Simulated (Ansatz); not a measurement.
# MgTiF6 (R-3): what size, symmetry and threads cost in G0W0, part 2 of 2

Wanted: scaling of time and memory of G0W0 for MgTiF6 (R-3), at one physical accuracy.

Ansatz 0.2.0; G0W0 on r2SCAN, plane waves, PAW. Known limits of the many-body steps: short of the basis limit; coarse k mesh.

So far. Step 7 (8 threads, 2×2×2 mesh): Against the run with 2×2×2 mesh, 110 empty bands, screening to 60 eV, the gap moves by +0.000 eV. Step 8 (16 atoms (1×1×2 cells), 2×2×1 mesh): The gap on the mesh goes from 5.32 eV to 9.68 eV, a correction of +4.36 eV. The program marks an edge row as in doubt. Between the two edge states, bare exchange in place of the xc potential would open the gap by 15.90 eV, and correlation takes back 11.54 eV.

## Step 9: 32 atoms (2×1×2 cells), 1×2×1 mesh

input.yaml reads:

```yaml
crystal:
  lattice:
    - [5.2165601878, 3.0117824288, 8.889015128]
    - [-2.6082800939, 1.5058912144, 4.444507564]
    - [0.0, -6.0235648574, 8.889015128]
  atoms:
    - { symbol: Mg, position: [0.25, 0.5, 0.25] }
    - { symbol: Ti, position: [0.0, 0.0, 0.0] }
    - { symbol: F, position: [0.335808825, 0.84245558, 0.121122165] }
    - { symbol: F, position: [0.42122779, 0.24224433, 0.335808825] }
    - { symbol: F, position: [0.378877835, 0.32838235, 0.07877221] }
    - { symbol: F, position: [0.07877221, 0.75775567, 0.164191175] }
    - { symbol: F, position: [0.164191175, 0.15754442, 0.378877835] }
    - { symbol: F, position: [0.121122165, 0.67161765, 0.42122779] }
    - { symbol: Mg, position: [0.25, 0.5, 0.75] }
    - { symbol: Ti, position: [0.0, 0.0, 0.5] }
    - { symbol: F, position: [0.335808825, 0.84245558, 0.621122165] }
    - { symbol: F, position: [0.42122779, 0.24224433, 0.835808825] }
    - { symbol: F, position: [0.378877835, 0.32838235, 0.57877221] }
    - { symbol: F, position: [0.07877221, 0.75775567, 0.664191175] }
    - { symbol: F, position: [0.164191175, 0.15754442, 0.878877835] }
    - { symbol: F, position: [0.121122165, 0.67161765, 0.92122779] }
    - { symbol: Mg, position: [0.75, 0.5, 0.25] }
    - { symbol: Ti, position: [0.5, 0.0, 0.0] }
    - { symbol: F, position: [0.835808825, 0.84245558, 0.121122165] }
    - { symbol: F, position: [0.92122779, 0.24224433, 0.335808825] }
    - { symbol: F, position: [0.878877835, 0.32838235, 0.07877221] }
    - { symbol: F, position: [0.57877221, 0.75775567, 0.164191175] }
    - { symbol: F, position: [0.664191175, 0.15754442, 0.378877835] }
    - { symbol: F, position: [0.621122165, 0.67161765, 0.42122779] }
    - { symbol: Mg, position: [0.75, 0.5, 0.75] }
    - { symbol: Ti, position: [0.5, 0.0, 0.5] }
    - { symbol: F, position: [0.835808825, 0.84245558, 0.621122165] }
    - { symbol: F, position: [0.92122779, 0.24224433, 0.835808825] }
    - { symbol: F, position: [0.878877835, 0.32838235, 0.57877221] }
    - { symbol: F, position: [0.57877221, 0.75775567, 0.664191175] }
    - { symbol: F, position: [0.664191175, 0.15754442, 0.878877835] }
    - { symbol: F, position: [0.621122165, 0.67161765, 0.92122779] }
kpoints:
  mp_grid: { grid: [1, 2, 1] }
hamiltonian:
  xc: r2scan
scf:
  occupations: { method: fixed }
gw:
  n_empty_bands: 440
  ecut_chi: 60.0
  qp_bands: [v1, c1]
  qp_kpoints: band_edges
  screening: { model: contour_deformation }
```

Command:

```sh
> ansatz run input.yaml --threads 16 --pin off --max-ram 36864MiB --backend cpu --events-out ev --progress --plain --runs-dir out
```

The program printed:

```text
[...]
Crystal: 32 atoms, lattice volume = 418.970 Å³
Basis set: ecut = 500 eV, 10605 PW (Γ), exchange–correlation on 320×160×320 points (64 copies of the dense FFT grid, shifted against one another)
Bands: 160, of which v1, the nominal top of the filled ones, is band 128 counted from 1 (127 counted from 0)
Symmetry: 8 space group operations
[...]
k-points: 2
[...]
k-point 1: bands = [... 124 lower, -0.4213, -0.3235, -0.2254, -0.2254, 5.1391, 5.1391, 5.1568, 5.1907, ... 28 higher]
[...]
0   128     -0.1809   -32.2194     5.6758   -25.0533  0.7724    -1.7112    -1.6712  root
     0   129      5.1391   -14.3163    -5.8628   -23.0455  0.7759     8.1498     8.0055  root ?
     1   128     -0.2254   -32.1537     5.6623   -24.9994  0.7722    -1.7578    -1.7175  root
     1   129      5.1391   -14.3163    -5.8629   -23.0455  0.7759     8.1498     8.0054  root ?
[key lines of the parts left out:]
SCF converged after 8 iterations
Free energy (F): -37208.135601 eV
Fermi energy:    -0.180934 eV
```

Wall time 27 s (16 threads of Arm Neoverse V2, shared host); peak memory 3.4 GiB; 5.1 min of CPU time.

Read from the output:

- bands summed: 568
- RPA ε∞ on this mesh (eigenvalues): 2.159, 2.159, 2.180
- plane waves in the screening matrix: 449
- G0W0 gap on the mesh: 9.677 eV
- k of the valence top: 0, 0, 0
- k of the conduction bottom: 0, -0.5, 0
- starting gap on the mesh: 5.320 eV
- least direct G0W0 gap on the computed points: 9.677 eV

The gap on the mesh goes from 5.32 eV to 9.68 eV, a correction of +4.36 eV. The program marks an edge row as in doubt. Between the two edge states, bare exchange in place of the xc potential would open the gap by 15.90 eV, and correlation takes back 11.54 eV.

## Step 10: 64 atoms (2×2×2 cells), 1×1×1 mesh

input.yaml reads:

```yaml
crystal:
  lattice:
    - [5.2165601878, 3.0117824288, 8.889015128]
    - [-5.2165601878, 3.0117824288, 8.889015128]
    - [0.0, -6.0235648574, 8.889015128]
  atoms:
    - { symbol: Mg, position: [0.25, 0.25, 0.25] }
    - { symbol: Ti, position: [0.0, 0.0, 0.0] }
    - { symbol: F, position: [0.335808825, 0.42122779, 0.121122165] }
    - { symbol: F, position: [0.42122779, 0.121122165, 0.335808825] }
    - { symbol: F, position: [0.378877835, 0.164191175, 0.07877221] }
    - { symbol: F, position: [0.07877221, 0.378877835, 0.164191175] }
    - { symbol: F, position: [0.164191175, 0.07877221, 0.378877835] }
    - { symbol: F, position: [0.121122165, 0.335808825, 0.42122779] }
    - { symbol: Mg, position: [0.25, 0.25, 0.75] }
    - { symbol: Ti, position: [0.0, 0.0, 0.5] }
    - { symbol: F, position: [0.335808825, 0.42122779, 0.621122165] }
    - { symbol: F, position: [0.42122779, 0.121122165, 0.835808825] }
    - { symbol: F, position: [0.378877835, 0.164191175, 0.57877221] }
    - { symbol: F, position: [0.07877221, 0.378877835, 0.664191175] }
    - { symbol: F, position: [0.164191175, 0.07877221, 0.878877835] }
    - { symbol: F, position: [0.121122165, 0.335808825, 0.92122779] }
    - { symbol: Mg, position: [0.25, 0.75, 0.25] }
    - { symbol: Ti, position: [0.0, 0.5, 0.0] }
    - { symbol: F, position: [0.335808825, 0.92122779, 0.121122165] }
    - { symbol: F, position: [0.42122779, 0.621122165, 0.335808825] }
    - { symbol: F, position: [0.378877835, 0.664191175, 0.07877221] }
    - { symbol: F, position: [0.07877221, 0.878877835, 0.164191175] }
    - { symbol: F, position: [0.164191175, 0.57877221, 0.378877835] }
    - { symbol: F, position: [0.121122165, 0.835808825, 0.42122779] }
    - { symbol: Mg, position: [0.25, 0.75, 0.75] }
    - { symbol: Ti, position: [0.0, 0.5, 0.5] }
    - { symbol: F, position: [0.335808825, 0.92122779, 0.621122165] }
    - { symbol: F, position: [0.42122779, 0.621122165, 0.835808825] }
    - { symbol: F, position: [0.378877835, 0.664191175, 0.57877221] }
    - { symbol: F, position: [0.07877221, 0.878877835, 0.664191175] }
    - { symbol: F, position: [0.164191175, 0.57877221, 0.878877835] }
    - { symbol: F, position: [0.121122165, 0.835808825, 0.92122779] }
    - { symbol: Mg, position: [0.75, 0.25, 0.25] }
    - { symbol: Ti, position: [0.5, 0.0, 0.0] }
    - { symbol: F, position: [0.835808825, 0.42122779, 0.121122165] }
    - { symbol: F, position: [0.92122779, 0.121122165, 0.335808825] }
    - { symbol: F, position: [0.878877835, 0.164191175, 0.07877221] }
    - { symbol: F, position: [0.57877221, 0.378877835, 0.164191175] }
    - { symbol: F, position: [0.664191175, 0.07877221, 0.378877835] }
    - { symbol: F, position: [0.621122165, 0.335808825, 0.42122779] }
    - { symbol: Mg, position: [0.75, 0.25, 0.75] }
    - { symbol: Ti, position: [0.5, 0.0, 0.5] }
    - { symbol: F, position: [0.835808825, 0.42122779, 0.621122165] }
    - { symbol: F, position: [0.92122779, 0.121122165, 0.835808825] }
    - { symbol: F, position: [0.878877835, 0.164191175, 0.57877221] }
    - { symbol: F, position: [0.57877221, 0.378877835, 0.664191175] }
    - { symbol: F, position: [0.664191175, 0.07877221, 0.878877835] }
    - { symbol: F, position: [0.621122165, 0.335808825, 0.92122779] }
    - { symbol: Mg, position: [0.75, 0.75, 0.25] }
    - { symbol: Ti, position: [0.5, 0.5, 0.0] }
    - { symbol: F, position: [0.835808825, 0.92122779, 0.121122165] }
    - { symbol: F, position: [0.92122779, 0.621122165, 0.335808825] }
    - { symbol: F, position: [0.878877835, 0.664191175, 0.07877221] }
    - { symbol: F, position: [0.57877221, 0.878877835, 0.164191175] }
    - { symbol: F, position: [0.664191175, 0.57877221, 0.378877835] }
    - { symbol: F, position: [0.621122165, 0.835808825, 0.42122779] }
    - { symbol: Mg, position: [0.75, 0.75, 0.75] }
    - { symbol: Ti, position: [0.5, 0.5, 0.5] }
    - { symbol: F, position: [0.835808825, 0.92122779, 0.621122165] }
    - { symbol: F, position: [0.92122779, 0.621122165, 0.835808825] }
    - { symbol: F, position: [0.878877835, 0.664191175, 0.57877221] }
    - { symbol: F, position: [0.57877221, 0.878877835, 0.664191175] }
    - { symbol: F, position: [0.664191175, 0.57877221, 0.878877835] }
    - { symbol: F, position: [0.621122165, 0.835808825, 0.92122779] }
kpoints:
  mp_grid: { grid: [1, 1, 1] }
hamiltonian:
  xc: r2scan
scf:
  occupations: { method: fixed }
gw:
  n_empty_bands: 880
  ecut_chi: 60.0
  qp_bands: [v1, c1]
  qp_kpoints: band_edges
  screening: { model: contour_deformation }
```

The program printed:

```text
[...]
Crystal: 64 atoms, lattice volume = 837.940 Å³
Basis set: ecut = 500 eV, 21237 PW (Γ), exchange–correlation on 320×320×320 points (64 copies of the dense FFT grid, shifted against one another)
Bands: 320, of which v1, the nominal top of the filled ones, is band 256 counted from 1 (255 counted from 0)
Symmetry: 48 space group operations
[...]
k-points: 1
[...]
--- Band table (eV) ---
  k-point 0: bands = [... 252 lower, -0.2254, -0.2254, -0.1809, -0.1809, 5.1391, 5.1391, 5.1391, 5.1473, ... 60 higher]
[...]
gw.qp_kpoints: band_edges: 1 of 1 stored k-point solved, in 1 pass; an edge of the gap read off the rows below is read off those points alone
[...]
0   256     -0.1809   -32.2194     5.6758   -25.0533  0.7724    -1.7112    -1.6712  root
     0   257      5.1391   -14.3163    -5.8629   -23.0455  0.7759     8.1498     8.0055  root ?
[key lines of the parts left out:]
SCF converged after 8 iterations
Free energy (F): -74416.271203 eV
Fermi energy:    -0.180943 eV
```

Run time: 64 s. Hardware: 16 threads; peak memory 7.4 GiB.

This step gave:

```yaml
bands_summed: 1136
rpa_eps_infinity_on_this_mesh_eigenvalues: 2.159, 2.159, 2.180
plane_waves_in_the_screening_matrix: 893
g0w0_gap_on_the_mesh: 9.677 eV
k_of_the_valence_top: 0, 0, 0
k_of_the_conduction_bottom: 0, 0, 0
starting_gap_on_the_mesh: 5.320 eV
least_direct_g0w0_gap_on_the_computed_points: 9.677 eV
```

The gap on the mesh goes from 5.32 eV to 9.68 eV, a correction of +4.36 eV. The program marks an edge row as in doubt. Between the two edge states, bare exchange in place of the xc potential would open the gap by 15.90 eV, and correlation takes back 11.54 eV.

## Step 11: The runs together

A supercell on the folded mesh samples the same points as the primitive cell, so the gap should stay. Times are wall times on shared hardware, named with each run.

| run | mesh | irreducible k | bands | screening plane waves | threads | gap (eV) | time | CPU time | host memory (GiB) |
| --- | --- | --- | --- | --- | --- | --- | --- | --- | --- |
| 8 atoms (1×1×1 cells) | 2×2×2 | 4 | 142 | 113 | 16 | 9.676 | 2.6 s | 25 s | 0.73 |
| no symmetry | 2×2×2 | 8 | 142 | 113 | 16 | 9.676 | 5.1 s | 57 s | 0.96 |
| 1 thread | 2×2×2 | 4 | 142 | 113 | 1 | 9.676 | 17 s | 17 s | 0.52 |
| 2 threads | 2×2×2 | 4 | 142 | 113 | 2 | 9.676 | 8.9 s | 17 s | 0.59 |
| 4 threads | 2×2×2 | 4 | 142 | 113 | 4 | 9.676 | 5 s | 18 s | 0.72 |
| 8 threads | 2×2×2 | 4 | 142 | 113 | 8 | 9.676 | 3.9 s | 21 s | 0.71 |
| 16 atoms (1×1×2 cells) | 2×2×1 | 4 | 284 | 225 | 16 | 9.677 | 9.2 s | 1.8 min | 1.8 |
| 32 atoms (2×1×2 cells) | 1×2×1 | 2 | 568 | 449 | 16 | 9.677 | 27 s | 5.1 min | 3.4 |
| 64 atoms (2×2×2 cells) | 1×1×1 | 1 | 1136 | 893 | 16 | 9.677 | 64 s | 14 min | 7.4 |

## Step 12: Summary of results

| Item | Value |
| --- | --- |
| 8 atoms (1×1×1 cells) | 2.6 s, gap 9.68 eV |
| no symmetry | 5.1 s, gap 9.68 eV |
| 1 thread | 17 s, gap 9.68 eV |
| 2 threads | 8.9 s, gap 9.68 eV |
| 4 threads | 5 s, gap 9.68 eV |
| 8 threads | 3.9 s, gap 9.68 eV |
| 16 atoms (1×1×2 cells) | 9.2 s, gap 9.68 eV |
| 32 atoms (2×1×2 cells) | 27 s, gap 9.68 eV |
| 64 atoms (2×2×2 cells) | 64 s, gap 9.68 eV |

**Reading.** From 8 to 64 atoms the gap stays within 0.000 eV, while the time grows 24-fold. Over the last step it grows as about the power 1.3 of the size; fewer k points offset part of the fourth-power cost of the screening. Without symmetry the mesh holds 8 points in place of 4, the time changes by less than twofold and the gap changes by +0.000 eV. Going from 1 to 16 threads speeds the run 6.4-fold, an efficiency of about 40 %. The host was shared, so single times are good to a factor of about two.

[Long decimals in the printed logs are rounded to 6 places.]

[Logs are printed without paths, hosts, clocks, repeated set-up lines and the standing remarks that a program may print on its own settings, such as how far it seeks lower states.]

[Paths, hosts, dates, memory and timing lines, banners, echoed tables and standing remarks are left out of the program output; an Ansatz launch command may be rebuilt from the run's recorded settings. Measured values are a selection of at most five: reports struck by readers or far from the other reports are left out. None is set beside runs whose start may be inverted or whose files or cutoffs have a known fault.]

[Runs of the session that timed out or met a known fault of the program may be left out.]

[Cells called generated may have been cut or substituted from an entry of the Crystallography Open Database or the Materials Project.]

[Hosts, paths, dates, database ids (printed as entryN), source tags and the programs' standing remarks are cut or masked in the printed files.]

[Where the starting crystal was built by hand or by swapping elements, it need not be the compound's stable phase.]
